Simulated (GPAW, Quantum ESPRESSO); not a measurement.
# Near-edge structure at the Ru L₃ edge of Ru (Ruthenium, P6_3/mmc), part 2 of 2

What does one-electron theory with a core hole give for the Ru L₃ edge of Ru (Ruthenium, P6_3/mmc)?

GPAW 26.7.0; X-ray absorption from dipole matrix elements to empty bands, plane-wave PAW PBE.

So far. Step 2 (Ground state of the crystal): The mesh shows no gap, so the system is treated as a metal and the core electron is put at the Fermi level (neutral cell). Step 3 (Spectrum without a core hole, Ru atom 1): Main maxima below 30 eV (height): 1.2 eV (4.16), 11.8 eV (0.80), 16.0 eV (0.85) and 29.4 eV (0.67). At an L edge the dipole rule selects empty d (and weakly s) states on the absorber, and the strong line at the onset measures the empty part of its d band.

## (5) Spectrum with XCH, Ru atom 1

The holes are 6.3 Å apart. In GPAW the data set carries the hole's charge, so charge=0 means a charged cell and charge=-1 a neutral one. The excited electron is kept in the cell, where it fills the lowest empty states and screens the hole. After the field has converged, empty bands are computed with the density fixed and the dipole matrix elements are summed.

xas.py reads:

```python
import numpy as np
from ase import Atoms
from ase.parallel import parprint, paropen
from gpaw import GPAW, PW, FermiDirac, Mixer, MixerDif, setup_paths
from gpaw.test import gen
setup_paths.insert(0, '.')
gen('Ru', name='fch2p', xcname='PBE', corehole=(2, 1, 1), write_xml=True)
from gpaw.mpi import world
world.barrier()

atoms = Atoms('Ru16',
    cell=[[0, -4.68658308, -4.2819],
     [0, 4.68658308, -4.2819],
     [5.4116, 0, 4.2819]],
    scaled_positions=[[0.66666667, 0.83333333, 0.25],
     [0.16666667, 0.33333333, 0.25],
     [0.91666667, 0.08333333, 0.75],
     [0.54166667, 0.20833333, 0.5],
     [0.29166667, 0.95833333, 0],
     [0.41666667, 0.58333333, 0.75],
     [0.04166667, 0.70833333, 0.5],
     [0.79166667, 0.45833333, 0],
     [0.70833333, 0.04166667, 0],
     [0.20833333, 0.54166667, 0],
     [0.95833333, 0.29166667, 0.5],
     [0.58333333, 0.41666667, 0.25],
     [0.33333333, 0.16666667, 0.75],
     [0.45833333, 0.79166667, 0.5],
     [0.08333333, 0.91666667, 0.25],
     [0.83333333, 0.66666667, 0.75]],
    pbc=True)
atoms.calc = calc = GPAW(legacy_gpaw=True, mode=PW(500, force_complex_dtype=True), xc='PBE', setups={0: 'fch2p'},
    kpts={'size': (3, 3, 3), 'gamma': True}, occupations=FermiDirac(0.1),
    charge=-1, mixer=Mixer(0.1, 5, 50), maxiter=150,
    convergence={'density': 0.0001, 'eigenstates': 1e-6}, txt='scf.txt')
energy = atoms.get_potential_energy() + calc.get_reference_energy()
ef = calc.get_fermi_level()
out = dict(energy=energy, fermi=ef, forces=atoms.get_forces().tolist())
parprint(f'all-electron energy {energy:.4f} eV, Fermi level {ef:.4f} eV')
ev = np.array([[calc.get_eigenvalues(k, s) for k in range(len(calc.get_ibz_k_points()))] for s in range(calc.get_number_of_spins())])
out['homo'], out['lumo'], out['counts'] = ev[ev < ef].max(), ev[ev > ef].min(), sorted(set((ev < ef).sum((0, 2)).tolist()))
out['filled'] = (ev[:, 0] < ef).sum(1).tolist()

from ase.units import Ha
from gpaw.xas import dipole_matrix_elements
nb = int(calc.get_number_of_electrons() / 2) + 212
top, nb = nb, nb + 8 + nb // 12
nscf = calc.fixed_density(kpts={'size': (4, 4, 4), 'gamma': True}, nbands=nb,
    convergence={'bands': top, 'eigenstates': 1e-5}, maxiter=60, txt='nscf.txt')
cell = atoms.cell.array
ops = [cell.T @ U.T @ np.linalg.inv(cell.T) for U in nscf.wfs.kd.symmetry.op_scc]
E = np.arange(-6, 34, 0.1)
fwhm = np.interp(E, [4, 25], [2, 3.5])
Y, X, zero, highest = 0, 0, 1e9, 1e9
for spin in range(nscf.get_number_of_spins()):
    wfs = nscf.wfs
    A = dipole_matrix_elements(wfs.setups[0])
    eps = np.zeros((wfs.kd.nibzkpts, nb))
    d = np.zeros((3, A.shape[1], wfs.kd.nibzkpts, nb), complex)
    for kpt in wfs.kpt_u:
        if kpt.s == spin and 0 in kpt.P_ani:
            eps[kpt.k] = kpt.eps_n * Ha
            d[:, :, kpt.k] = (kpt.weight * wfs.nspins / 2) ** 0.5 * np.inner(A, kpt.P_ani[0])
    world.sum(eps)
    world.sum(d)
    T = np.einsum('amkn,bmkn->abkn', d, d.conj()).real
    T = sum(np.einsum('ai,ijkn,bj->abkn', R, T, R) for R in ops) / len(ops)
    empty = eps > ef
    zero, highest = min(zero, eps[empty].min()), min(highest, eps[:, top - 1].min())
    lines = [(eps, T, empty)] if spin == 0 else lines + [(eps, T, empty)]
for eps, T, empty in lines:
    f = np.einsum('aakn->akn', T).reshape(3, -1)
    x = eps.ravel() - zero
    w = np.interp(x, E, fwhm) / 2.35482
    g = np.exp(-0.5 * ((E[:, None] - x) / w) ** 2) / (w * (2 * np.pi) ** 0.5)
    Y = Y + (f * empty.ravel()) @ g.T
    X = X + (f * ~empty.ravel()) @ g.T
out.update(E=E.round(2).tolist(), xas=Y.tolist(), xes=X.tolist(), zero=zero, valid=highest - zero, nk=len(eps), nb=nb)
for i in range(0, len(E), 10):
    parprint(f'{E[i]:7.2f}', *(f'{v:10.3e}' for v in Y[:, i]))
import json
with paropen('out.json', 'w') as f:
    json.dump(out, f)
```

Command:

```console
> OMP_NUM_THREADS=1 mpirun -n 4 gpaw python xas.py
```

Numbers of over 12 decimals in the logs are rounded to 6 here.

Log:

```text
Input parameters:
  charge: -1
  convergence: {density: 0.0001,
                eigenstates: 1e-06}
  kpts: {gamma: True,
         size: (3, 3, 3)}
  maxiter: 150
  mixer: {backend: pulay,
          beta: 0.1,
          method: separate,
          nmaxold: 5,
          weight: 50}
  mode: {ecut: 500.0,
         force_complex_dtype: True,
         name: pw}
  occupations: {fixmagmom: False,
                name: fermi-dirac,
                width: 0.1}
  setups: {0: fch2p}
  xc: PBE

Initialize ...

[... PAW data sets ...]

Reference energy: -1969042.088146  # eV

Spin-paired calculation

[... convergence settings ...]
Symmetries present (total): 1
  [... symmetry matrices ...]

27 k-points: 3 x 3 x 3 Monkhorst-Pack grid
14 k-points in the irreducible part of the Brillouin zone
       k-points in crystal coordinates                weights
   0:     0.00000000    0.00000000    0.00000000          1/27
   1:     0.00000000    0.00000000    0.33333333          2/27
   2:     0.00000000    0.33333333   -0.33333333          2/27
   3:     0.00000000    0.33333333    0.00000000          2/27
   4:     0.00000000    0.33333333    0.33333333          2/27
   5:     0.33333333   -0.33333333   -0.33333333          2/27
   6:     0.33333333   -0.33333333    0.00000000          2/27
   7:     0.33333333   -0.33333333    0.33333333          2/27
   8:     0.33333333    0.00000000   -0.33333333          2/27
   9:     0.33333333    0.00000000    0.00000000          2/27
          ...
  13:     0.33333333    0.33333333    0.33333333          2/27

Wave functions: Plane wave expansion
  Cutoff energy: 500.000 eV
  Number of coefficients (min, max): 5490, 5561
  Pulay-stress correction: 0.000000 eV/Ang^3 (de/decut=0.000000)
  Using FFTW library
  Wavefunction extrapolation:
    Improved wavefunction reuse through dual PAW basis

Occupation numbers: Fermi-Dirac:
  width: 0.1000  # eV

Eigensolver
   Davidson(niter=2)

Densities:
  Coarse grid: 35*35*36 grid
  Fine grid: 70*70*72 grid
  Total Charge: 0.000000

Density mixing:
  Method: separate
  Backend: pulay
  Linear mixing parameter: 0.1
  old densities: 5
  Width of damping distribution: 1.1
  Damping of long wavelength oscillations: 50

[... Hamiltonian set-up ...]
Number of atoms: 16
Number of atomic orbitals: 208
Number of bands in calculation: 159
Number of valence electrons: 257
Bands to converge: occupied

... initialized

Initializing position-dependent things.

Density initialized from atomic densities
Creating initial wave functions:
  159 bands from LCAO basis set

                   Ru
                  Ru
             Ru     Ru
               Ru
          Ru   RuRu
                 Ru
           RRu     Ru
        Ru    Ru
             Ru
         Ru

Atomic positions and initial magnetic moments

Positions:
   0 Ru     1.352900    0.781097   -5.352375    ( 0.0000,  0.0000,  0.0000)
   1 Ru     1.352900    0.781097   -1.070475    ( 0.0000,  0.0000,  0.0000)
   2 Ru     4.058700   -3.905486   -1.070475    ( 0.0000,  0.0000,  0.0000)
   3 Ru     2.705800   -1.562194   -1.070475    ( 0.0000,  0.0000,  0.0000)
   4 Ru     0.000000    3.124389   -5.352375    ( 0.0000,  0.0000,  0.0000)
   5 Ru     4.058700    0.781097   -1.070475    ( 0.0000,  0.0000,  0.0000)
   6 Ru     2.705800    3.124389   -1.070475    ( 0.0000,  0.0000,  0.0000)
[...]
13 Ru     2.705800    1.562194   -3.211425    ( 0.0000,  0.0000,  0.0000)
  14 Ru     1.352900    3.905486   -3.211425    ( 0.0000,  0.0000,  0.0000)
  15 Ru     4.058700   -0.781097   -3.211425    ( 0.0000,  0.0000,  0.0000)

Unit cell:
           periodic     x           y           z      points  spacing
  1. axis:    yes    0.000000   -4.686583   -4.281900    35     0.1560
  2. axis:    yes    0.000000    4.686583   -4.281900    35     0.1560
  3. axis:    yes    5.411600    0.000000    4.281900    36     0.1503

  Lengths:   6.348128   6.348128   6.900731
  Angles:  114.742162 114.742162  95.167187

Effective grid spacing dv^(1/3) = 0.1701

iter:   1  -183.453434
iter:   2  -169.939867   -1.03  -1.26
iter:   3  -167.842792   -0.77  -1.34
iter:   4  -161.466462   -1.19  -1.63
iter:   5  -160.424348   -2.41  -1.81
iter:   6  -160.419288   -3.09  -1.96
iter:   7  -160.421247c  -2.90  -2.08
iter:   8  -160.331353c  -3.44  -2.71
iter:   9  -160.328129c  -4.37  -3.01
iter:  10  -160.327277c  -5.24  -3.12
iter:  11  -160.326911c  -5.10  -3.25
iter:  12  -160.326676c  -5.34  -3.46
iter:  13  -160.326607c  -6.45c -3.67
iter:  14  -160.326540c  -6.19c -3.73
iter:  15  -160.326523c  -6.92c -3.84
iter:  16  -160.326489c  -6.59c -3.89
iter:  17  -160.326487c  -7.38c -4.31c

Converged after 17 iterations.

Dipole moment: (0.070808, -0.240899, 0.230982) |e|*Ang

Energy contributions relative to reference atoms: (reference = -1969042.088146)

Kinetic:        -16.974479
Potential:      -39.421120
External:        +0.000000
XC:            -100.442926
Entropy (-ST):   -0.415298
Local:           -3.280313
SIC:             +0.000000
--------------------------
Free energy:   -160.534136
Extrapolated:  -160.326487

Showing only first 2 kpts
 Kpt  Band  Eigenvalues  Occupancy
  0   126     13.30710    1.13132
  0   127     13.41517    0.61301
  0   128     14.38157    0.00006
  0   129     14.38626    0.00005

  1   126     13.44094    0.50920
  1   127     13.44543    0.49234
  1   128     13.46884    0.41067
[...]
Fermi level: 13.33351

No gap
No difference between direct/indirect transitions

Forces in eV/Ang:
  0 Ru   -0.00000    0.01837    0.00000
  1 Ru    0.00000    0.00673   -0.00000
  2 Ru    0.25043    0.08663   -0.00000
  3 Ru    0.04429    0.18348    0.00000
  4 Ru   -0.04429    0.18348    0.00000
  5 Ru   -0.25043    0.08663   -0.00000
  6 Ru    0.07828   -0.14329   -0.00000
[...]
13 Ru    0.05476   -0.00788    0.22028
 14 Ru    0.00000   -0.12146   -0.19827
 15 Ru   -0.00000   -0.00173    0.00000
Scalar-relativistic atomic PBE calculation for Ru (Ruthenium, Z=44)
Core hole in 2p state (2p occupation: 5.0)
750 radial gridpoints.
|------------------------------------------------|
|------------------------------------------------|
[... the atom generator's iteration count ...]

Energy contributions:
-------------------------
Kinetic:    +4572.898717
XC:          -128.854038
Potential:  -8867.384721
-------------------------
Total:      -4423.340042

state      eigenvalue         ekin         rmax
-----------------------------------------------
1s^2.0 :  -811.875623  1023.045324        0.022
2s^2.0 :  -119.646486   211.787969        0.122
2p^5.0 :  -108.058001   203.178184        0.098
3s^2.0 :   -21.848617    58.407512        0.357
3p^6.0 :   -17.923497    54.451734        0.349
3d^10.0:   -11.577455    49.536545        0.292
4s^2.0 :    -3.372926    14.197082        0.892
4p^6.0 :    -2.242511    11.795331        0.950
4d^7.0 :    -0.623206     6.784249        1.126
5s^1.0 :    -0.436367     1.794438        2.478
5p^0.0 :    -0.259311     1.067538        3.093
-----------------------------------------------
(units: Bohr and Hartree)

Generating PAW setup
Kinetic energy of the core from tauc = 4521.898751118099
Cutoffs:
rc(s)=2.420
rc(p)=2.430
rc(d)=2.370
rc(vbar)=2.420
rc(comp)=2.330
rc(nct)=2.430

Kinetic energy of the core states: 4424.448383
Charge: 1.0
Core electrons: 27.0
Valence electrons: 16.0
Pseudo-core charge: 0.000035
Shape function alpha=1.842
Pseudo-electron charge 5.660144
state    eigenvalue         norm
--------------------------------
4s(2) :    -3.372926     0.219257
5s(1) :    -0.436367     1.034052
4p(6) :    -2.242511     0.187700
5p(0) :    -0.259311     0.987965
4d(7) :    -0.623206     0.437335
*d    :     0.376794
--------------------------------

Diagonalizing with gridspacing h=0.050

state   all-electron     PAW
-------------------------------
4s:      -3.372926    -3.373457
4p:      -2.242511    -2.242956
4d:      -0.623206    -0.624566
*f:                   -0.024918
-------------------------------
all-electron energy -1969202.4146 eV, Fermi level 13.3335 eV
[...]
31.00  6.053e-06  6.050e-06  5.827e-06
  32.00  5.112e-06  5.102e-06  5.391e-06
  33.00  4.350e-06  4.341e-06  4.791e-06
```

It took 14 min on 4 MPI ranks of Arm Neoverse V2, shared host; peak memory 1 GiB; 58 min of CPU time.

The Ru L₃ spectrum, Ru atom 1, excited-electron core hole (neutral cell) (energy from the lowest empty level; intensity scaled to a mean of 1 over the first 20 eV; polarised curves are means over the symmetry-equivalent atoms):

| E (eV) | isotropic | ε ⊥ c | ε ∥ c |
| --- | --- | --- | --- |
| -2.00 | 0.04 | 0.04 | 0.04 |
| -1.25 | 0.33 | 0.35 | 0.31 |
| -0.50 | 1.38 | 1.41 | 1.32 |
| 0.25 | 3.09 | 3.10 | 3.06 |
| 1.00 | 3.95 | 3.92 | 4.02 |
| 1.75 | 2.99 | 2.94 | 3.07 |
| 2.50 | 1.53 | 1.51 | 1.56 |
| 3.25 | 0.78 | 0.78 | 0.77 |
| 4.00 | 0.59 | 0.60 | 0.57 |
| 4.75 | 0.55 | 0.56 | 0.54 |
| 5.50 | 0.51 | 0.51 | 0.51 |
| 6.25 | 0.46 | 0.45 | 0.48 |
| 7.00 | 0.42 | 0.40 | 0.45 |
| 7.75 | 0.35 | 0.33 | 0.39 |
| 8.50 | 0.30 | 0.29 | 0.33 |
| 9.25 | 0.37 | 0.36 | 0.38 |
| 10.00 | 0.58 | 0.59 | 0.56 |
| 10.75 | 0.82 | 0.84 | 0.77 |
| 11.50 | 0.93 | 0.95 | 0.90 |
| 12.25 | 0.90 | 0.91 | 0.90 |
| 13.00 | 0.84 | 0.83 | 0.84 |
| 13.75 | 0.81 | 0.81 | 0.82 |
| 14.50 | 0.87 | 0.88 | 0.85 |
| 15.25 | 0.94 | 0.96 | 0.90 |
| 16.00 | 0.96 | 0.98 | 0.91 |
| 16.75 | 0.91 | 0.93 | 0.88 |
| 17.50 | 0.85 | 0.84 | 0.86 |
| 18.25 | 0.78 | 0.76 | 0.83 |
| 19.00 | 0.70 | 0.67 | 0.76 |
| 19.75 | 0.62 | 0.59 | 0.66 |
| 20.50 | 0.55 | 0.54 | 0.56 |
| 21.25 | 0.51 | 0.52 | 0.51 |
| 22.00 | 0.51 | 0.52 | 0.50 |
| 22.75 | 0.53 | 0.53 | 0.53 |
| 23.50 | 0.56 | 0.55 | 0.57 |
| 24.25 | 0.58 | 0.56 | 0.61 |
| 25.00 | 0.60 | 0.59 | 0.64 |
| 25.75 | 0.64 | 0.62 | 0.67 |
| 26.50 | 0.67 | 0.67 | 0.68 |
| 27.25 | 0.71 | 0.72 | 0.69 |
| 28.00 | 0.74 | 0.76 | 0.69 |
| 28.75 | 0.76 | 0.80 | 0.70 |
| 29.50 | 0.77 | 0.80 | 0.70 |
| 30.25 | 0.74 | 0.77 | 0.69 |
| 31.00 | 0.69 | 0.70 | 0.67 |
| 31.75 | 0.62 | 0.62 | 0.64 |

Main maxima below 30 eV (height): 1.0 eV (3.95), 11.6 eV (0.94), 15.8 eV (0.96) and 29.2 eV (0.77). 

## (6) With and without the hole

Both curves are counted from their own zero, so only the shift of weight within the empty states shows.

| E (eV) | no hole | XCH |
| --- | --- | --- |
| -2.0 | 0.03 | 0.04 |
| -1.0 | 0.46 | 0.57 |
| 0.0 | 2.21 | 2.52 |
| 1.0 | 4.09 | 3.95 |
| 2.0 | 3.15 | 2.46 |
| 3.0 | 1.31 | 0.94 |
| 4.0 | 0.65 | 0.59 |
| 5.0 | 0.54 | 0.54 |
| 6.0 | 0.49 | 0.48 |
| 7.0 | 0.40 | 0.42 |
| 8.0 | 0.29 | 0.33 |
| 9.0 | 0.29 | 0.33 |
| 10.0 | 0.50 | 0.58 |
| 11.0 | 0.74 | 0.88 |
| 12.0 | 0.80 | 0.92 |
| 13.0 | 0.73 | 0.84 |
| 14.0 | 0.71 | 0.82 |
| 15.0 | 0.79 | 0.92 |
| 16.0 | 0.85 | 0.96 |
| 17.0 | 0.80 | 0.89 |
| 18.0 | 0.72 | 0.81 |
| 19.0 | 0.64 | 0.70 |
| 20.0 | 0.53 | 0.59 |
| 21.0 | 0.46 | 0.52 |
| 22.0 | 0.45 | 0.51 |
| 23.0 | 0.47 | 0.54 |
| 24.0 | 0.49 | 0.57 |
| 25.0 | 0.52 | 0.60 |
| 26.0 | 0.55 | 0.65 |
| 27.0 | 0.59 | 0.70 |
| 28.0 | 0.63 | 0.74 |
| 29.0 | 0.67 | 0.77 |
| 30.0 | 0.66 | 0.75 |
| 31.0 | 0.61 | 0.69 |
| 32.0 | 0.54 | 0.60 |

With each curve scaled to its own mean, the area from −2 to 6 eV with the hole is 11.8 against 12.7, and the centre of weight from −1 to 20 eV moves by +0.5 eV (first and strongest maxima below 20 eV: 1.2 eV (4.16), 11.8 eV (0.80) and 16.0 eV (0.85) without the hole, 1.0 eV (3.95), 11.6 eV (0.94) and 15.8 eV (0.96) with it); the shape changes all the same, by 15 % r.m.s.

## (7) Runs not followed above

These runs aren't followed: redraws of a spectrum that repeat one shown, runs with a planted fault or a state judged unsound, or a program's part that gave no sound spectrum.

| program | step | status | elapsed |
| --- | --- | --- | --- |
| Quantum ESPRESSO | ground state | converged | 6.6 s |
| Quantum ESPRESSO | no core hole | converged | 2.3 min |
| Quantum ESPRESSO | no core hole, redrawn | converged | 40 s |
| Quantum ESPRESSO | supercell ground state | converged | 8.1 min |
| Quantum ESPRESSO | core-hole potential | converged | 0.79 s |
| Quantum ESPRESSO | supercell with XCH | converged | 7.6 min |
| Quantum ESPRESSO | spectrum with XCH | timeout | 7.6 min |
| Quantum ESPRESSO | supercell with XCH | timeout | 3.8 min |

## (8) Summary of results

* absorber and edge: Ru L₃, atom 1 of the ground-state input (counted from 1)
* surroundings: 6 Ru at 2.65 Å and 6 Ru at 2.71 Å (anticuboctahedral, as in hcp, site symmetry -6m2)
* highest intensity below 24 eV: 1.0 eV above the zero, height 3.95

The Ru L₃ edge of atom 1, with 6 Ru at 2.65 Å and 6 Ru at 2.71 Å (anticuboctahedral, as in hcp, site symmetry -6m2), has its highest intensity of the first 24 eV at 1.0 eV above the zero, 4.0 times the mean level of the first 20 eV (Gaussian full width 2 eV up to 4 eV, rising linearly to 3.5 eV at 25 eV). With each curve scaled to its own mean, the area from −2 to 6 eV with the hole is 11.8 against 12.7, and the centre of weight from −1 to 20 eV moves by +0.5 eV (first and strongest maxima below 20 eV: 1.2 eV (4.16), 11.8 eV (0.80) and 16.0 eV (0.85) without the hole, 1.0 eV (3.95), 11.6 eV (0.94) and 15.8 eV (0.96) with it); the shape changes all the same, by 15 % r.m.s. The same cell was also set up in Quantum ESPRESSO; that part failed, was judged unsound or used a data set known to give false states; its runs are listed without their results. 1 further run of this session is left out of this account as redundant. Only the L₃ part is meant: spin–orbit coupling of the core level isn't computed and the L₂ copy isn't added. The script folds with a Gaussian, whereas the core hole's own line is a Lorentzian, so the onset is too steep and the first peak too high. The holes are only 6.3 Å apart, so the shape is probably not converged with cell size; no larger cell was run here. The structure is a published determination, not relaxed.

[Banner, clock and machine lines of the logs are left out without a mark of their own.]

[Logs are printed without paths, hosts, clocks, repeated set-up lines and the standing remarks that a program may print on its own settings, such as how far it seeks lower states.]

[Hosts, paths, dates, database ids (printed as entryN), source tags and the programs' standing remarks are cut or masked in the printed files.]

[Lists of maxima count a maximum above −3 eV only where it reaches 4 % of the highest in the window and stands out from its surroundings by 2 % of it (1.5 % where it reaches 55 %); shoulders and weaker maxima are passed over, and of the rest the first, up to two pre-edge ones and the few strongest are named.]
